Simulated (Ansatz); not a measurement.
# AgSbSe3 (model cell, started as cubic perovskite with Sb in the octahedra): a soft mode frozen in

Wanted: the energy along a soft mode of AgSbSe3 (model cell, started as cubic perovskite with Sb in the octahedra) and the structure at the end.

Method: DFT PBEsol, scalar-relativistic, plane waves, PAW; PAW set soft_1, in Ansatz 0.2.0.

The structure was built from a prototype and need not be the compound's stable phase.

### Step 1. Starting point

It takes space group Pm-3m (No. 221, cubic). Conventional cell: a = 5.222 Å, b = 5.222 Å, c = 5.222 Å, α = 90.00°, β = 90.00°, γ = 90.00°. Nearest to Ag lie 12 Se at 3.69 Å. Sb has 6 Se at 2.61 Å nearest. Se has 2 Sb at 2.61 Å nearest. Farther neighbours and most contacts between anions are not listed.

### Step 2. The dispersion

The cell comes from relaxations at this level that are not shown. Stability and thermal properties need the whole zone. Linear response on a 2×2×2 q mesh gives force constants as far as a supercell of that size would.

Input file input.yaml:

```yaml
crystal:
  lattice:
    - [5.2222568262, 0.0, 0.0]
    - [0.0, 5.2222568262, 0.0]
    - [0.0, 0.0, 5.2222568262]
  atoms:
    - { symbol: Ag, position: [0.0, 0.0, 0.0] }
    - { symbol: Sb, position: [0.5, 0.5, 0.5] }
    - { symbol: Se, position: [0.5, 0.5, 0.0] }
    - { symbol: Se, position: [0.5, 0.0, 0.5] }
    - { symbol: Se, position: [0.0, 0.5, 0.5] }
kpoints:
  mp_grid: { grid: [8, 8, 8] }
hamiltonian:
  xc: pbesol
  pseudopotentials: { kind: paw, azcp: { folder: soft_1 }, xc_functional: pbe }
scf:
  occupations: { method: methfessel_paxton, width: 0.2 }
output:
  eigenvalues: true
phonons:
  method: dfpt
  qmesh: [2, 2, 2]
  temperatures: { t_max: 1000, t_step: 50 }
  qpath:
    path:
      - [[0.0, 0.0, 0.0], [0.0, 0.5, 0.0], [0.5, 0.5, 0.0], [0.0, 0.0, 0.0], [0.5, 0.5, 0.5], [0.0, 0.5, 0.0]]
      - [[0.5, 0.5, 0.5], [0.5, 0.5, 0.0]]
    npoints: 10
```

Started as:

```
> ansatz run input.yaml --threads 4 --pin off --max-ram 16384MiB --backend cpu --events-out ev --progress --plain --runs-dir out
```

Numbers of over 12 decimals in the logs are rounded to 6 here.

The log of the run:

```text
Engine: ansatz 0.2.0, aarch64-unknown-linux-gnu
Pseudopotentials: kind: paw
Pseudopotential: Ag, paw, valence charge 19, recommended cutoff 420 eV (normal), soft_1/Ag.paw.azcp
Pseudopotential: Sb, paw, valence charge 15, recommended cutoff 420 eV (normal), soft_1/Sb.paw.azcp
Pseudopotential: Se, paw, valence charge 16, recommended cutoff 420 eV (normal), soft_1/Se.paw.azcp
Functional definition: PBEsol
  exchange = pbesol_x
  correlation = pbesol_c
Crystal: 5 atoms, lattice volume = 142.421 Å³
Basis set: ecut = 420 eV, 2801 PW (Γ), exchange–correlation on 72×72×72 points (8 copies of the dense FFT grid, shifted against one another)
Bands: 50, of which v1, the nominal top of the filled ones, is band 41 counted from 1 (40 counted from 0)
Symmetry: 48 space group operations
k-points: 35 of 512
Non-local potential: Ag, projectors of the file, l = 0: 3, l = 1: 2, l = 2: 2, l = 3: 1
Non-local potential: Sb, projectors of the file, l = 0: 2, l = 1: 2, l = 2: 2, l = 3: 1
Non-local potential: Se, projectors of the file, l = 0: 2, l = 1: 2, l = 2: 3, l = 3: 1
PAW form: soft (Blöchl's): semilocal exchange-correlation on the pseudo side does not see the compensation charge
PAW frozen core: Ag, regenerated for the run's functional, and the local potential with it (the file was generated under x = pbe(κ = 0.804, μ = 0.219515), c = pbe(β = 0.066725))
PAW frozen core: Sb, regenerated for the run's functional, and the local potential with it (the file was generated under x = pbe(κ = 0.804, μ = 0.219515), c = pbe(β = 0.066725))
PAW frozen core: Se, regenerated for the run's functional, and the local potential with it (the file was generated under x = pbe(κ = 0.804, μ = 0.219515), c = pbe(β = 0.066725))
PAW one-centre angular grid: Ag, 590 points (default); XC on 64 Gauss nodes
PAW one-centre angular grid: Sb, 590 points (default); XC on 64 Gauss nodes
PAW one-centre angular grid: Se, 590 points (default); XC on 64 Gauss nodes
Initial density: superposition of atomic densities (chi_scale 0.1, normalization cell, long waves kept (reshape's long-wave potential 0.02 eV rms))
Initial wavefunctions: pseudopotential atomic-orbital guess
Functional: x = pbesol(κ = 0.804, μ = 0.123457), c = pbesol(β = 0.046)
SCF iter   1: F=—  HF=-30200.930644 eV  |F-HF|=—  |Δ(HF+E_count)|=         —  Δρ=3.66e-2  dr2=2.48e0  ethr=3.10e-3  ⟨swp⟩=6.8  Hψ=6799  notcnv=0  defer=4
preconditioner: auto → LDOS  [metal: Δε(μ)=0.023 eV  Ē_g=9.513 eV  σ=0.200 eV  W_gap=0.09  n_scr=32 (ndim 8)  ℏωp=18.1 eV  f_vac=0.053  D(μ)=4.78/eV (n_scr^D=32)  β→1.0]
SCF iter   2: F=—  HF=-30200.821935 eV  |F-HF|=—  |Δ(HF+E_count)|=   1.09e-1  S|Δr|=    0.00e0  Δρ=4.42e-2  dr2=2.30e0  ethr=3.02e-3  ⟨swp⟩=3.0  Hψ=3898  notcnv=0  defer=64
SCF iter   3: F=—  HF=-30200.163914 eV  |F-HF|=—  |Δ(HF+E_count)|=   6.58e-1  S|Δr|=    0.00e0  Δρ=2.76e-3  dr2=1.01e-2  ethr=2.80e-3  ⟨swp⟩=2.5  Hψ=3718  notcnv=0  defer=72
SCF iter   4: F=—  HF=-30200.168135 eV  |F-HF|=—  |Δ(HF+E_count)|=   4.22e-3  S|Δr|=    0.00e0  Δρ=8.22e-4  dr2=7.13e-4  ethr=1.23e-5  ⟨swp⟩=2.0  Hψ=3331  notcnv=0  defer=67
SCF iter   5: F=—  HF=-30200.169059 eV  |F-HF|=—  |Δ(HF+E_count)|=   9.24e-4  S|Δr|=    0.00e0  Δρ=2.54e-4  dr2=8.35e-5  ethr=8.69e-7  ⟨swp⟩=2.0  Hψ=2976  notcnv=0  defer=67
SCF iter   6: F=—  HF=-30200.169121 eV  |F-HF|=—  |Δ(HF+E_count)|=   6.20e-5  S|Δr|=    0.00e0  Δρ=6.10e-5  dr2=4.83e-6  ethr=1.02e-7  ⟨swp⟩=2.0  Hψ=2976  notcnv=0  defer=67
SCF iter   7: F=—  HF=-30200.169115 eV  |F-HF|=—  |Δ(HF+E_count)|=   5.68e-6  S|Δr|=    0.00e0  Δρ=1.32e-5  dr2=2.57e-7  ethr=5.89e-9  ⟨swp⟩=2.0  Hψ=2985  notcnv=0  defer=67
SCF iter   8: F=—  HF=-30200.169115 eV  |F-HF|=—  |Δ(HF+E_count)|=   2.55e-8  S|Δr|=    0.00e0  Δρ=3.76e-6  dr2=2.41e-8  ethr=3.14e-10  ⟨swp⟩=2.0  Hψ=2954  notcnv=0  defer=67
SCF iter   9: F=—  HF=-30200.169115 eV  |F-HF|=—  |Δ(HF+E_count)|=   4.06e-9  S|Δr|=    0.00e0  Δρ=7.86e-7  dr2=1.01e-9  ethr=2.94e-11  ⟨swp⟩=2.0  Hψ=2452  notcnv=0  defer=67
SCF iter  10: F=—  HF=-30200.169115 eV  |F-HF|=—  |Δ(HF+E_count)|=  6.55e-11  S|Δr|=    0.00e0  Δρ=1.26e-7  dr2=2.65e-11  ethr=1.24e-12  ⟨swp⟩=2.0  Hψ=2469  notcnv=0  defer=67
SCF iter  11: F=-30200.169115 eV  HF=-30200.169115 eV  |F-HF|=1.09e-11  |Δ(HF+E_count)|=  3.64e-12  S|Δr|=    0.00e0  Δρ=1.15e-8  dr2=1.51e-13  ethr=1.00e-12  ⟨swp⟩=13.2  Hψ=9705  notcnv=0
SCF 1 converged in 11 iterations: F = -30200.169115 eV  dr2 = 1.51e-13
  greatest PAW one-centre occupation: 1.001 electrons in one spin orbital (limit 2), on the Ag atom at site 0 (counted from 0), in its partial waves of l = 0
Initial density: read from a saved state, or passed on in memory by an earlier SCF of this step, an earlier step, the calling program or the single point that the run made first
iter 1 solved again at ethr=9.81e-8 eV; its pass at ethr=3.10e-3 eV (dr2=8.05e-5 eV) is discarded
SCF iter   1: F=—  HF=-30200.169114 eV  |F-HF|=—  |Δ(HF+E_count)|=         —  Δρ=3.85e-7  dr2=8.23e-11  ethr=9.81e-8  ⟨swp⟩=4.0  Hψ=12279  notcnv=0
eigensolver tolerance schedule: the retry pair's looser diagonalisation over-reported the residual by 977398.23 of it (diagonalisation noise at an unbounded share of the residual, at the tolerance the schedule requests for it); recorded, not acted on — ethr = c·dr2/N_el stays at c = 1.0e-1
preconditioner: auto → LDOS  [metal: Δε(μ)=0.048 eV  Ē_g=9.113 eV  σ=0.200 eV  W_gap=0.20  n_scr=32 (ndim 8)  ℏωp=18.1 eV  f_vac=0.046  D(μ)=4.44/eV (n_scr^D=26)  β→1.0]
SCF iter   2: F=—  HF=-30200.169115 eV  |F-HF|=—  |Δ(HF+E_count)|=   9.92e-7  S|Δr|=    0.00e0  Δρ=4.12e-7  dr2=1.07e-10  ethr=1.00e-12  ⟨swp⟩=4.0  Hψ=5055  notcnv=0
SCF iter   3: F=—  HF=-30200.169115 eV  |F-HF|=—  |Δ(HF+E_count)|=  7.28e-12  S|Δr|=    0.00e0  Δρ=2.03e-7  dr2=2.09e-11  ethr=1.00e-12  ⟨swp⟩=1.0  Hψ=1750  notcnv=0
SCF iter   4: F=—  HF=-30200.169115 eV  |F-HF|=—  |Δ(HF+E_count)|=  1.09e-11  S|Δr|=    0.00e0  Δρ=1.49e-7  dr2=1.20e-11  ethr=1.00e-12  ⟨swp⟩=1.0  Hψ=1750  notcnv=0
SCF iter   5: F=-30200.169115 eV  HF=-30200.169115 eV  |F-HF|=3.64e-12  |Δ(HF+E_count)|=  1.09e-11  S|Δr|=    0.00e0  Δρ=8.12e-8  dr2=3.52e-12  ethr=1.00e-12  ⟨swp⟩=5.3  Hψ=4344  notcnv=0
SCF 2 converged in 5 iterations: F = -30200.169115 eV  dr2 = 3.52e-12
phonons: the bands overlap, so this run is a metal and interpolates without the dipole-dipole term. If the crystal is really an insulator or semiconductor, its LO-TO splitting is missing
NSCF: frozen V_eff on 35 k-points
WARN: eigensolver did not converge (k=22): 1 band(s) unlocked after 20 sweeps at ethr=2.61e-12 eV (storage-precision floor; scheduled 1.00e-12 eV) (lowest unlocked band 49, counted from 0; max residual 3.42e-6 eV among the unlocked bands, 3.56e-6 eV over every band; other slots of this pass that fall short are told together in one closing line; warning suppressed until the next SCF loop or pass starts)
WARN: eigensolver did not converge in 4 slots of this pass, the one above among them; of largest residual over every band (k=30): 1 band(s) unlocked (lowest unlocked band 49, counted from 0; max residual 6.41e-6 eV among the unlocked bands, 6.41e-6 eV over every band); of lowest unlocked band (k=22): band 49
NSCF: frozen V_eff on 125 k-points
DFPT response loops at q = (0, 0, 0) (fractional): preconditioner auto → Kerker (q_TF=auto, 2.488 Å⁻¹) (partly filled bands, converged f_vac=0.046); β = 1.00, the filter's whole step (`scf.mixing.beta` (0.50) is not read by the response loops under this deck's `scf.mixing.preconditioner`; to damp them name `kerker` or `kerker_dos`, under which they read `scf.mixing.beta`, and type it under 1.00, their step now; both keys bind the ground state too); Broyden in place of MSR1
NSCF: frozen V_eff on 250 k-points
DFPT response loops at q = (0, 0, -0.5) (fractional): mixed as the last ones told, above
NSCF: frozen V_eff on 250 k-points
DFPT response loops at q = (0, -0.5, -0.5) (fractional): mixed as the last ones told, above
NSCF: frozen V_eff on 250 k-points
DFPT response loops at q = (-0.5, -0.5, -0.5) (fractional): mixed as the last ones told, above
SCF converged after 11 iterations
Stability not checked: this state was not tested for a lower state beside it, because cold or Methfessel-Paxton smearing, or corrected tetrahedra, fill the levels in a way that the test cannot read (fill_not_monotonic; see scf.lower_state_search)
Free energy (F): -30200.169115 eV
Harris-Foulkes:  -30200.169115 eV  (|F-HF|=1.09e-11)
Internal energy: -30200.159367 eV  (E = F + TS)
E sigma→0 (E₀):  -30200.166678 eV
Entropy (-TS):   -0.009748 eV (-1.950 meV/atom)
Fermi energy:    6.733969 eV
--- Per-component energies (eV) ---
  E_band       = -1813.111935
  E_kinetic    = 961.513976
  E_local      = -13037.271545  (includes V_loc(G=0)·N_el)
  E_nonlocal   = -627.731404
  E_hartree    = 6438.427740
  E_xc         = -504.430496
  E_vxc        = -555.149185  (∫ρ·V_xc dr)
  E_paw        = -14618.762950  (= ΣΔE_a)
  E_vpaw       = -1431.328778  (= ΣTr[D̂ρ^β])
  E_aug_tail   = -0.000495  (compensation charges beyond the density's cutoff)
  E_ewald      = -8815.584144
  E_core_change = 3.679951  (= ΣΔE_core)
  E_smearing   = -0.009748  (= −TS)
  E_closure    = 0.000000  (closes the sum)
  Σ components = -30200.169115   (vs F -30200.169115, Δ=0.00e0)
--- Band table (eV; the first three rows and the last of 35) ---
  k-point 0: bands = [... 37 lower, 6.0098, 6.0098, 6.0623, 6.0623, 6.0623, 7.1247, 12.1877, 12.1877, ... 5 higher]
  k-point 1: bands = [... 37 lower, 5.9101, 5.9101, 6.0450, 6.0785, 6.0785, 7.5630, 12.2167, 12.3635, ... 5 higher]
  k-point 2: bands = [... 37 lower, 5.6373, 5.6373, 6.0065, 6.1637, 6.1637, 8.3188, 11.5196, 12.2921, ... 5 higher]
  k-point 34: bands = [... 37 lower, 5.4650, 7.1491, 7.2784, 7.2784, 7.2784, 7.6196, 7.6196, 7.6196, ... 5 higher]
--- Phonons (Γ-DFPT): 4 representative perturbations + reference (Σ response iterations 12) ---
  ASR residual: 1.169e-4 → 0.000e0 eV/Å²; symmetrization residual: 2.619e-5 eV/Å²
  ASR residual per site (eV/Å²): 4.18e-5 1.16e-4 1.17e-4 1.17e-4 1.17e-4
  Γ frequencies (cm⁻¹): -97.50 -97.50 -97.50 -76.02 -76.02 -76.02 -54.47 -54.47 -54.47 0.00 0.00 0.00 181.38 181.38 181.38
--- Phonons (arbitrary-q DFPT): 4 irreducible q on the 2×2×2 mesh ---
  q = [0.0000, 0.0000, 0.0000] (star 1, of the zone-centre solve; hermiticity 7.89e-6, symmetrization 1.64e-11): -97.50 -97.50 -97.50 -76.02 -76.02 -76.02 -54.47 -54.47 -54.47 -0.00 0.00 0.00 181.38 181.38 181.38
  q = [0.0000, 0.0000, -0.5000] (star 3, 9 solved perturbations in 975 linear systems a pass and spin channel, the states on 125 of 512 k-point pairs; hermiticity 3.24e-6, symmetrization 1.18e-8): -104.12 -100.44 -92.08 -92.08 -87.60 -87.60 -55.31 -46.49 -46.49 -22.10 -22.10 154.37 185.94 185.94 191.23
  q = [0.0000, -0.5000, -0.5000] (star 3, 9 solved perturbations in 975 linear systems a pass and spin channel, the states on 125 of 512 k-point pairs; hermiticity 8.35e-6, symmetrization 2.14e-8): -106.51 -106.51 -89.45 -87.91 -87.91 -80.86 -57.02 -52.30 -52.30 16.19 155.77 155.77 185.00 189.75 202.72
  q = [-0.5000, -0.5000, -0.5000] (star 1, 4 solved perturbations in 350 linear systems a pass and spin channel, the states on 125 of 512 k-point pairs; hermiticity 5.51e-6, symmetrization 1.44e-8): -97.60 -97.60 -97.60 -93.40 -93.40 -93.40 -37.26 -37.26 -37.26 158.61 158.61 158.61 190.56 190.56 208.26
  sum rule: each row above includes the acoustic sum rule's correction from the zone centre's row sums; it moved no ω² by more than (0.63 cm⁻¹)²
  mesh force constants: q→R imaginary residual 2.60e-18; ASR residual 1.169e-4 → 0.000e0 eV/Å²; symmetrization residual 3.997e-15 eV/Å²
  interpolated dispersion: 62 rows × 15 modes
  density of states and harmonic sums: on the 12×12×12 q-mesh, interpolated from the force constants of a 2×2×2 supercell (no non-analytic term)
  largest difference from the sums on the solved wave vectors: F 1.81e-1 eV, S 2.59e-4 and C_V 7.87e-5 eV/K
  zero-point energy: 0.053103 eV/cell   skipped modes (ω ≤ 0): 787, of them read as no rigid motion or as one in doubt: 784 (9.212e0 modes/cell left out, lowest -106.51 cm⁻¹)   left out of the sums: 6.14e-1 of the cell's modes: C_V's classical limit lies that fraction below 3 k_B per atom; for a crystal, a wire or a layer, F and S can be off by more, and a phonons.interpolated_qmesh denser along its periods is the remedy for the sampling
```

Run time: 10 min. Hardware: 4 threads of Arm Neoverse V1, shared host; peak memory 2.3 GiB.

In the SCF lines HF is the Harris–Foulkes energy and dr2 the Hartree energy of the density residual, in eV; the loop may stop once dr2 is under the threshold and the program's other checks hold. Hψ counts applications of the Hamiltonian.

Numbers from this step:

- volume per atom: 28.48 Å³
- gap on the k-mesh: 0 eV
- sum-rule residual before enforcement: 1.17e-4 eV/Å²
- lowest frequency on the path: -106.5 cm⁻¹
- point group: m-3m
- highest frequency on the path or at a solved wavevector: 208.3 cm⁻¹
- highest optical mode at the zone centre (no LO-TO term): 181.4 cm⁻¹
- lowest optical zone-centre mode: -97.5 cm⁻¹
- lowest mode on the q mesh (acoustic modes at Γ apart): -106.5 cm⁻¹

Frequencies (cm⁻¹) solved at each irreducible wavevector; negative means imaginary. Frequencies by wavevector, by row:

| q in reciprocal lattice units | star | mode 1 | mode 2 | mode 3 | mode 4 | mode 13 | mode 14 | mode 15 |
| --- | --- | --- | --- | --- | --- | --- | --- | --- |
| 0 0 0 | 1 | -97.5 | -97.5 | -97.5 | -76 | 181.4 | 181.4 | 181.4 |
| 0 0 -0.5 | 3 | -104.1 | -100.4 | -92.1 | -92.1 | 185.9 | 185.9 | 191.2 |
| 0 -0.5 -0.5 | 3 | -106.5 | -106.5 | -89.5 | -87.9 | 185 | 189.8 | 202.7 |
| -0.5 -0.5 -0.5 | 1 | -97.6 | -97.6 | -97.6 | -93.4 | 190.6 | 190.6 | 208.3 |

Interpolated from a 2×2×2 q mesh. Phonon branches along the path, in cm⁻¹:

| point | branch 1 | branch 2 | branch 3 | branch 4 | branch 12 | branch 13 | branch 14 | branch 15 |
| --- | --- | --- | --- | --- | --- | --- | --- | --- |
| Γ | -98 | -98 | -98 | -76 | 0 | 181 | 181 | 181 |
| halfway | -100 | -96 | -96 | -89 | 100 | 184 | 184 | 190 |
| X | -104 | -100 | -92 | -92 | 154 | 186 | 186 | 191 |
| halfway | -105 | -98 | -95 | -90 | 155 | 187 | 188 | 198 |
| M | -106 | -106 | -90 | -88 | 156 | 185 | 190 | 203 |
| halfway | -101 | -94 | -94 | -90 | 104 | 186 | 188 | 195 |
| Γ | -98 | -98 | -98 | -76 | 0 | 181 | 181 | 181 |
| halfway | -99 | -99 | -91 | -90 | 106 | 190 | 190 | 199 |
| R | -98 | -98 | -98 | -93 | 159 | 191 | 191 | 208 |
| halfway | -99 | -97 | -96 | -94 | 156 | 189 | 192 | 202 |
| X | -104 | -100 | -92 | -92 | 154 | 186 | 186 | 191 |
| jump to R | -98 | -98 | -98 | -93 | 159 | 191 | 191 | 208 |
| halfway | -101 | -101 | -92 | -92 | 157 | 188 | 193 | 206 |
| M | -106 | -106 | -90 | -88 | 156 | 185 | 190 | 203 |

Symmetry leaves 4 wavevectors to solve. The lowest mode among them, the acoustic zeros apart, lies at q = (0, -0.5, -0.5) and is imaginary, 106.5i cm⁻¹, so the energy falls along it.

### Step 3. The mode frozen in, largest atomic shift 0 Å

The mode followed lies at q = (0, -0.5, -0.5) with frequency 106.5i cm⁻¹ and is 2-fold degenerate, the softest among the wavevectors solved. At small amplitude the distorted cell has space group no. 65 by a symmetry search on the positions. The undistorted cell that holds it gives the zero of energy on the same k mesh.

System of this step: AgSbSe3 (model cell, started as cubic perovskite with Sb in the octahedra). It takes space group Pm-3m (No. 221, cubic). The conventional cell has a = 5.222 Å, b = 5.222 Å, c = 5.222 Å, α = 90.00°, β = 90.00°, γ = 90.00°. Nearest to Ag lie 12 Se at 3.69 Å. Nearest to Sb lie 6 Se at 2.61 Å. Nearest to Se lie 2 Sb at 2.61 Å. Se has 2 Sb at 2.61 Å nearest. Farther neighbours and most contacts between anions are not listed.

Input file input.yaml:

```yaml
crystal:
  lattice:
    - [-5.2222568262, 0.0, 0.0]
    - [0.0, -5.2222568262, -5.2222568262]
    - [0.0, -5.2222568262, 5.2222568262]
  atoms:
    - { symbol: Ag, position: [1.0, 0.5, 0.5] }
    - { symbol: Ag, position: [1.0, 0.0, 0.0] }
    - { symbol: Sb, position: [0.5, 0.0, 0.5] }
    - { symbol: Sb, position: [0.5, 0.5, 0.0] }
    - { symbol: Se, position: [0.5, 0.25, 0.25] }
    - { symbol: Se, position: [0.5, 0.75, 0.75] }
    - { symbol: Se, position: [0.5, 0.25, 0.75] }
    - { symbol: Se, position: [0.5, 0.75, 0.25] }
    - { symbol: Se, position: [0.0, 0.0, 0.5] }
    - { symbol: Se, position: [0.0, 0.5, 0.0] }
kpoints:
  mp_grid: { grid: [8, 6, 6] }
hamiltonian:
  xc: pbesol
  pseudopotentials: { kind: paw, azcp: { folder: soft_1 }, xc_functional: pbe }
scf:
  occupations: { method: methfessel_paxton, width: 0.2 }
output:
  forces: true
  stress: true
  eigenvalues: true
```

The log of the run:

```text
[...]
Crystal: 10 atoms, lattice volume = 284.842 Å³
Basis set: ecut = 420 eV, 5553 PW (Γ), exchange–correlation on 72×100×100 points (8 copies of the dense FFT grid, shifted against one another)
Bands: 99, of which v1, the nominal top of the filled ones, is band 82 counted from 1 (81 counted from 0)
Symmetry: 32 space group operations
[...]
k-points: 50 of 288
[...]
k-point 0: bands = [... 78 lower, 6.0097, 6.0618, 6.0618, 6.0624, 7.1256, 7.3082, 8.3201, 8.3201, ... 13 higher]
  k-point 1: bands = [... 78 lower, 5.9962, 6.0162, 6.0291, 6.1082, 7.1478, 7.2034, 7.5154, 8.8824, ... 13 higher]
  k-point 2: bands = [... 78 lower, 5.9190, 5.9223, 5.9453, 6.2168, 6.2814, 6.8587, 8.1924, 8.9821, ... 13 higher]
  k-point 49: bands = [... 78 lower, 5.6855, 5.6855, 7.3135, 7.3135, 8.3189, 8.3189, 8.3200, 8.3200, ... 13 higher]
[key lines of the parts left out:]
SCF converged after 8 iterations
Free energy (F): -60400.332827 eV
Fermi energy:    6.737386 eV
P = ⅓ Tr σ = -0.0040 GPa (-0.040 kbar)
```

It took 24 s on 4 threads; peak memory 1.4 GiB.

This step gave:

| Property | Result |
| --- | --- |
| pressure | -0.003988 GPa |
| energy from the undistorted cell | 0 meV/atom |

The run ends at a pressure of 0.00 GPa.

(Continued in part 2 of 3.)

[Logs are printed without paths, hosts, clocks, repeated set-up lines and the standing remarks that a program may print on its own settings, such as how far it seeks lower states.]

[Hosts, paths, dates, database ids (printed as entryN), source tags and the programs' standing remarks are cut or masked in the printed files.]
